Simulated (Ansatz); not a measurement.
In doubt: masses and optical values from hybrid runs of this build are listed as unsure (in some of the runs), which bears on the screening that GW takes from such a start; one-shot GW on d or f shells is unsure (in some of the runs), so the values of those runs are not to be relied on.

System: LaCuSeO (P4/nmm).

It takes space group P4/nmm (No. 129, tetragonal). The conventional cell has a = 4.067 Å, b = 4.067 Å, c = 8.797 Å, α = 90.00°, β = 90.00°, γ = 90.00°. Nearest to La lie 4 O at 2.38 Å and 4 Se at 3.33 Å. Cu has 4 Se at 2.52 Å nearest. Nearest to Se lie 4 Cu at 2.52 Å and 4 La at 3.33 Å. O has 4 La at 2.38 Å nearest. Farther neighbours and most contacts between anions are not listed.

```
La Cu Se O
1.0
     4.06712    0.00000    0.00000
     0.00000    4.06712    0.00000
     0.00000    0.00000    8.79750
La Cu Se O
2 2 2 2
Direct
  0.50000 0.00000 0.13980
  0.00000 0.50000 0.86020
  0.50000 0.50000 0.50000
  0.00000 0.00000 0.50000
  0.50000 0.00000 0.66980
  0.00000 0.50000 0.33020
  0.50000 0.50000 0.00000
  0.00000 0.00000 0.00000
```

The cell and positions come from the Crystallography Open Database and are kept as given unless a step says otherwise. Spin-orbit coupling is left out unless a run names it.

Gaps computed with Ansatz 0.2.0 without a self-energy: HSE06 2.73 eV, r2SCAN 1.89 eV and PBE0 3.42 eV.

Question: What gap should G0W0 on HSE06 give (4×4×2 mesh, 434 empty bands, screening to 120 eV, PAW set soft_1 files)?

About 2.70 eV: on its mesh the run moves the gap from 2.73 eV by −0.03 eV. Among the scalar-relativistic levels given, HSE06 is nearest (+0.03 eV). Bands and cutoff are finite, so the gap is not at the basis limit. The miss can reach some tenths of an eV and take either sign; the mesh is an error of its own. The 4×4×2 mesh is coarse for this cell (its supercell is 16 Å along the shortest edge). The RPA ε∞ on it, from the HSE06 start, is 5.15 and 6.26; such meshes misread the long-range screening, most where the gap is narrow. Empty 4f levels lie among the conduction bands. Their place in the start is unsure; it enters the screening, and the edge itself where they lie low. A d shell, filled or nearly so, lies near the gap. One-shot GW converges very slowly in bands there, not always from below, and on a semilocal start the gap tends to come out low; starts rich in exact exchange can overshoot instead. The many-body steps are scalar-relativistic: spin-orbit coupling is not in them.

[Paths, hosts, dates, memory and timing lines, banners, echoed tables and standing remarks are left out of the program output.]

[Logs are printed without paths, hosts, clocks, repeated set-up lines and the standing remarks that a program may print on its own settings, such as how far it seeks lower states.]

[Runs of the session that timed out or met a known fault of the program may be left out.]

[Cells called generated may have been cut or substituted from an entry of the Crystallography Open Database or the Materials Project.]

[Hosts, paths, dates, database ids (printed as entryN), source tags and the programs' standing remarks are cut or masked in the printed files.]
